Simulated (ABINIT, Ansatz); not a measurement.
# MgH2 (P4_2/mnm): one start, several treatments of the self-energy

Aim: compare treatments of exchange, screening and correlation for the gap of MgH2 (P4_2/mnm).

Method: PBE and many-body steps on it, plane waves, in ABINIT 10.8.3.

**Experimental background.**

- Gap 5.6 ± 0.1 eV: optical band gap from transmission onset (total and diffuse); optical transmission and ellipsometry; 300 K; film (polycrystalline Pd-capped film on quartz, hydrogenated at 100 bar and 100 C, measured in 1 bar H2) (“Optical properties of MgH2 measured in situ in a novel gas cell for ellipsometry/spectrophotometry”, 2003, arxiv:cond-mat/0305418).

This is a report of a sequence of runs, with most program output left out.

## Step 1: The starting structure

It takes space group P4_2/mnm (No. 136, tetragonal). Conventional cell: a = 4.517 Å, b = 4.517 Å, c = 3.020 Å, α = 90.00°, β = 90.00°, γ = 90.00°. Nearest to Mg lie 6 H at 1.95 Å. Nearest to H lie 3 Mg at 1.95 Å. Farther neighbours are not listed.

The cell and positions come from the Crystallography Open Database and are kept as given unless a step says otherwise.

## Step 2: Empty states on the mesh, 4×4×4 mesh, 415 bands

This step: ABINIT 10.8.3; DFT, PBE, plane waves, norm-conserving pseudopotentials.

The sums over transitions need many empty states on a uniform mesh; this step solves for them.

Contents of run.abi:

```
acell 3*1.0 Angstrom
rprim 
  4.516800000000 0.000000000000 0.000000000000
  0.000000000000 4.516800000000 0.000000000000
  0.000000000000 0.000000000000 3.020500000000
ntypat 2
znucl 12 1
natom 6
typat 1 1 2 2 2 2
xred 
  0.000000000000 0.000000000000 0.000000000000
  0.500000000000 0.500000000000 0.500000000000
  0.306000000000 0.306000000000 0.000000000000
  0.194000000000 0.806000000000 0.500000000000
  0.694000000000 0.694000000000 0.000000000000
  0.806000000000 0.194000000000 0.500000000000
pp_dirpath "pseudos"
pseudos "Mg.upf, H.upf"
ecut 38
ngkpt 4 4 4
nshiftk 1
shiftk 0 0 0
kptopt 1
chksymbreak 0
irdden 1
istwfk *1
nband 415
prtvol 0
optdriver 6
gwr_task "HDIAGO"
paral_kgb 0
occopt 1
indata_prefix "in"
outdata_prefix "out"
tmpdata_prefix "tmp"
```

Run with:

```console
$ OMP_NUM_THREADS=1 mpirun -n 8 abinit run.abi > log
```

Wall time 3.3 min (8 MPI ranks of Arm Neoverse V1, shared host); peak memory 9.8 GiB; 26 min of CPU time.

This step gave:

```
gap                                                           : 3.895 eV
k of the valence top                                          : 0.25, 0, 0
k of the conduction bottom                                    : 0.5, 0.5, 0.5
least direct gap                                              : 4.666 eV
k points computed                                             : 18
lowest point of the top converged band, above the valence top : 191.7578 eV
```

On this mesh the gap is 3.895 eV.

The density comes from a self-consistent run that is not shown.

## Step 3: Screening, 4×4×4 mesh, 173 bands, screening to 176.9 eV

The RPA dielectric matrix is built and inverted for each q.

This step: RPA screening on PBE, plane waves, norm-conserving pseudopotentials.

run.abi: that of step 2 with these lines changed.

```diff
@@ -24,10 +24,11 @@
 chksymbreak 0
-irdden 1
 istwfk *1
-nband 415
-prtvol 0
-optdriver 6
-gwr_task "HDIAGO"
-paral_kgb 0
 occopt 1
+irdwfk 1
+optdriver 3
+nband 173
+ecuteps 6.5
+inclvkb 2
+awtr 1
+symchi 1
 indata_prefix "in"
```

The job ended after 2 min (8 MPI ranks; peak memory 3.2 GiB; 16 min of CPU time).

This step gave:

```yaml
eps_infinity_with_local_fields_on_this_mesh_along_the_program_s_q_direction: 3.662
the_same_without_local_fields: 4.060
plasma_frequency: 23.17 eV
plane_waves_in_the_screening_matrix: 315
```

Local fields lower ε∞ by 10 %. On a Γ-centred mesh this coarse the value itself is usually too large, while a short band sum pulls it down.

## Step 4: G0W0, Godby-Needs plasmon pole

The self-energy is evaluated for the states that the input lists, and the levels follow from it, in one-shot runs by the linearised quasiparticle equation.

This step: G0W0 on PBE, plane waves, norm-conserving pseudopotentials.

run.abi: that of step 3 with these lines changed.

```diff
@@ -27,8 +27,21 @@
 irdwfk 1
-optdriver 3
+optdriver 4
 nband 173
+gwcalctyp 0
+ecutsigx 38
+symsigma 1
+nkptgw 4
+kptgw 
+  0.2500000000 0.0000000000 0.0000000000
+  0.5000000000 0.5000000000 0.5000000000
+  0.2500000000 0.2500000000 0.5000000000
+  0.0000000000 0.0000000000 0.0000000000
+bdgw 
+  11 14
+  11 14
+  11 14
+  10 14
 ecuteps 6.5
-inclvkb 2
-awtr 1
-symchi 1
+irdscr 1
+ppmodel 1
 indata_prefix "in"
```

Run time: 48 s. Hardware: 8 MPI ranks; peak memory 3.2 GiB; 6.4 min of CPU time.

This step gave:

* G0W0 gap on the mesh: 5.936 eV
* starting gap on the mesh: 3.895 eV
* k of the valence top: 0.25, 0, 0
* k of the conduction bottom: 0.5, 0.5, 0.5
* Z at the valence top: 0.781
* Z at the conduction bottom: 0.821
* least direct G0W0 gap on the computed points: 6.748 eV

The gap on the mesh goes from 3.90 eV to 5.94 eV, a correction of +2.04 eV.

## Step 5: G0W0, Hybertsen-Louie plasmon pole

run.abi: that of step 4 with these lines changed.

```diff
@@ -45,3 +45,3 @@
 irdscr 1
-ppmodel 1
+ppmodel 2
 indata_prefix "in"
```

Elapsed: 47 s, on 8 MPI ranks; peak memory 3.1 GiB; 6.2 min of CPU time.

Numbers from this step:

| Property | Result |
| --- | --- |
| G0W0 gap on the mesh | 6.098 eV |
| starting gap on the mesh | 3.895 eV |
| k of the valence top | 0.25, 0, 0 |
| k of the conduction bottom | 0.5, 0.5, 0.5 |
| Z at the valence top | 0.854 |
| Z at the conduction bottom | 0.877 |
| least direct G0W0 gap on the computed points | 6.908 eV |

Against G0W0 in ABINIT (4×4×4 mesh, 173 bands, screening to 176.9 eV, Godby-Needs plasmon pole), the gap moves by +0.162 eV.

## Step 6: G0W0, Engel-Farid plasmon pole

run.abi: that of step 5 with these lines changed.

```diff
@@ -45,3 +45,3 @@
 irdscr 1
-ppmodel 2
+ppmodel 4
 indata_prefix "in"
```

Run time: 19 s. Hardware: 8 MPI ranks; peak memory 2.9 GiB.

This step gave:

| Item | Value |
| --- | --- |
| G0W0 gap on the mesh | 5.954 eV |
| starting gap on the mesh | 3.895 eV |
| k of the valence top | 0.25, 0, 0 |
| k of the conduction bottom | 0.5, 0.5, 0.5 |
| least direct G0W0 gap on the computed points | 6.778 eV |

Against G0W0 in ABINIT (4×4×4 mesh, 173 bands, screening to 176.9 eV, Godby-Needs plasmon pole), the gap moves by +0.018 eV.

## Step 7: One-shot COHSEX

This step: one-shot COHSEX on PBE, plane waves, norm-conserving pseudopotentials.

run.abi: that of step 6 with these lines changed.

```diff
@@ -29,3 +29,3 @@
 nband 173
-gwcalctyp 0
+gwcalctyp 7
 ecutsigx 38
@@ -45,3 +45,2 @@
 irdscr 1
-ppmodel 4
 indata_prefix "in"
```

The job ended after 3.5 s (8 MPI ranks; peak memory 1.1 GiB; 28 s of CPU time).

This step gave:

```yaml
quasiparticle_gap_on_the_mesh: 7.081 eV
starting_gap_on_the_mesh: 3.895 eV
k_of_the_valence_top: 0.25, 0, 0
k_of_the_conduction_bottom: 0.5, 0.5, 0.5
least_direct_quasiparticle_gap_on_the_computed_points: 7.898 eV
```

Against G0W0 in ABINIT (4×4×4 mesh, 173 bands, screening to 176.9 eV, Godby-Needs plasmon pole), the gap moves by +1.145 eV.

## Step 8: One-shot Hartree-Fock

This step: one-shot Hartree-Fock on PBE, plane waves, norm-conserving pseudopotentials.

run.abi: that of step 7 with these lines changed.

```diff
@@ -28,4 +28,4 @@
 optdriver 4
-nband 173
-gwcalctyp 7
+nband 16
+gwcalctyp 5
 ecutsigx 38
@@ -43,4 +43,4 @@
   10 14
-ecuteps 6.5
-irdscr 1
+ixc_sigma 40
+fftgw 31
 indata_prefix "in"
```

Wall time 2.7 s (8 MPI ranks); peak memory 0.17 GiB; 21 s of CPU time.

Numbers from this step:

| Quantity | Value |
| --- | --- |
| quasiparticle gap on the mesh | 11.58 eV |
| starting gap on the mesh | 3.895 eV |
| k of the valence top | 0.25, 0, 0 |
| k of the conduction bottom | 0.5, 0.5, 0.5 |
| least direct quasiparticle gap on the computed points | 12.40 eV |

Against G0W0 in ABINIT (4×4×4 mesh, 173 bands, screening to 176.9 eV, Godby-Needs plasmon pole), the gap moves by +5.647 eV.

## Step 9: Screening, 4×4×4 mesh, 173 bands, screening to 176.9 eV

This step: RPA screening on PBE, plane waves, norm-conserving pseudopotentials.

run.abi: that of step 8 with these lines changed.

```diff
@@ -27,20 +27,14 @@
 irdwfk 1
-optdriver 4
-nband 16
-gwcalctyp 5
-ecutsigx 38
-symsigma 1
-nkptgw 4
-kptgw 
-  0.2500000000 0.0000000000 0.0000000000
-  0.5000000000 0.5000000000 0.5000000000
-  0.2500000000 0.2500000000 0.5000000000
-  0.0000000000 0.0000000000 0.0000000000
-bdgw 
-  11 14
-  11 14
-  11 14
-  10 14
-ixc_sigma 40
-fftgw 31
+optdriver 3
+nband 173
+ecuteps 6.5
+inclvkb 2
+awtr 1
+symchi 1
+gwcalctyp 2
+nfreqre 16
+freqremax 40 eV
+nfreqim 8
+spmeth 1
+nomegasf 120
 indata_prefix "in"
```

It took 3.6 min on 8 MPI ranks; peak memory 4.3 GiB; 29 min of CPU time.

Numbers from this step:

```
ε∞ with local fields, on this mesh, along the program's q direction : 3.708
the same without local fields                                       : 4.116
plasma frequency                                                    : 23.17 eV
plane waves in the screening matrix                                 : 315
```

## Step 10: G0W0, contour deformation

This step: G0W0 on PBE, plane waves, norm-conserving pseudopotentials.

run.abi: that of step 9 with these lines changed.

```diff
@@ -27,14 +27,21 @@
 irdwfk 1
-optdriver 3
+optdriver 4
 nband 173
+gwcalctyp 2
+ecutsigx 38
+symsigma 1
+nkptgw 4
+kptgw 
+  0.2500000000 0.0000000000 0.0000000000
+  0.5000000000 0.5000000000 0.5000000000
+  0.2500000000 0.2500000000 0.5000000000
+  0.0000000000 0.0000000000 0.0000000000
+bdgw 
+  11 14
+  11 14
+  11 14
+  10 14
 ecuteps 6.5
-inclvkb 2
-awtr 1
-symchi 1
-gwcalctyp 2
-nfreqre 16
-freqremax 40 eV
-nfreqim 8
-spmeth 1
-nomegasf 120
+irdscr 1
+gwmem 01
 indata_prefix "in"
```

Elapsed: 37 s, on 8 MPI ranks; peak memory 2.6 GiB.

Numbers from this step:

```
G0W0 gap on the mesh                         : 5.886 eV
starting gap on the mesh                     : 3.895 eV
k of the valence top                         : 0.25, 0, 0
k of the conduction bottom                   : 0.5, 0.5, 0.5
least direct G0W0 gap on the computed points : 6.69 eV
```

Against G0W0 in ABINIT (4×4×4 mesh, 173 bands, screening to 176.9 eV, Godby-Needs plasmon pole), the gap moves by −0.050 eV.

## Step 11: The runs together

Times are wall times on 8 MPI ranks of Arm Neoverse V1, shared host, good to a factor of about two. A run's time includes the screening step that it read.

| run | mesh | bands | screening cutoff (eV) | DFT gap (eV) | gap on the mesh (eV) | direct (eV) | ε∞ used | time |
| --- | --- | --- | --- | --- | --- | --- | --- | --- |
| G0W0, Godby-Needs plasmon pole | 4×4×4 | 173 | 176.9 | 3.895 | 5.936 | 6.748 | 3.66 | 2.8 min |
| G0W0, Hybertsen-Louie plasmon pole | 4×4×4 | 173 | 176.9 | 3.895 | 6.098 | 6.908 | 3.66 | 2.7 min |
| G0W0, Engel-Farid plasmon pole | 4×4×4 | 173 | 176.9 | 3.895 | 5.954 | 6.778 | 3.66 | 2.3 min |
| one-shot COHSEX | 4×4×4 | 173 | 176.9 | 3.895 | 7.081 | 7.898 | 3.66 | 2 min |
| one-shot Hartree-Fock | 4×4×4 | - | - | 3.895 | 11.583 | 12.398 | - | 2.7 s |
| G0W0, contour deformation | 4×4×4 | 173 | 176.9 | 3.895 | 5.886 | 6.690 | 3.71 | 4.3 min |

## Step 12: What came out

| Property | Result |
| --- | --- |
| G0W0, Godby-Needs plasmon pole | 5.936 eV |
| G0W0, Hybertsen-Louie plasmon pole | 6.098 eV |
| G0W0, Engel-Farid plasmon pole | 5.954 eV |
| one-shot COHSEX | 7.081 eV |
| one-shot Hartree-Fock | 11.583 eV |
| G0W0, contour deformation | 5.886 eV |
| known limits | not at the basis limit; coarse k mesh |

**Reading.** G0W0, Hybertsen-Louie plasmon pole: +0.162 eV against G0W0, Godby-Needs plasmon pole. G0W0, Engel-Farid plasmon pole: +0.018 eV against G0W0, Godby-Needs plasmon pole. One-shot COHSEX: +1.145 eV against G0W0, Godby-Needs plasmon pole. One-shot Hartree-Fock: +5.647 eV against G0W0, Godby-Needs plasmon pole. G0W0, contour deformation: −0.050 eV against G0W0, Godby-Needs plasmon pole. Bare exchange alone opens the gap to 11.58 eV; against G0W0, correlation takes back 5.65 eV. Static COHSEX lies above G0W0: it lacks the factor Z and overstates the Coulomb hole of the filled states. Against experiment, by G0W0, Godby-Needs plasmon pole: the gap of 5.94 eV lies +0.34 eV from the measured 5.6 ± 0.1 eV (optical, 300 K, 2003). An exciton line or allowed optical edge lies below the quasiparticle gap by the binding energy; a forbidden edge can push the onset above it. These are gaps on the mesh, at modest bands and cutoff. The calculation has static nuclei and no excitons; a measured gap holds zero-point and thermal motion, which mostly lowers it. Bands and cutoff are finite, so the gap is not at the basis limit. The miss can reach some tenths of an eV and take either sign; the mesh is an error of its own. A denser mesh or path gives a starting gap of 3.76 eV: the GW mesh misses a band edge, so its gaps are not the fundamental one. The 4×4×4 mesh is coarse for this cell, which bears on the long-range parts of exchange and screening.

[Paths, hosts, dates, memory and timing lines, banners, echoed tables and standing remarks are left out of the program output.]

[Logs are printed without paths, hosts, clocks, repeated set-up lines and the standing remarks that a program may print on its own settings, such as how far it seeks lower states.]

[Runs of the session that timed out or met a known fault of the program may be left out.]

[Hosts, paths, dates, database ids (printed as entryN), source tags and the programs' standing remarks are cut or masked in the printed files.]

[G0W0 gaps are taken among the corrected bands and points alone; a level outside them can change the order at an edge.]

[Where Ansatz stands beside ABINIT at settings called matched, ABINIT's density can come from a denser mesh and the files from another edition; pairs whose starting gaps differed by over 0.03 eV were left out, so agreement reads better than it is.]
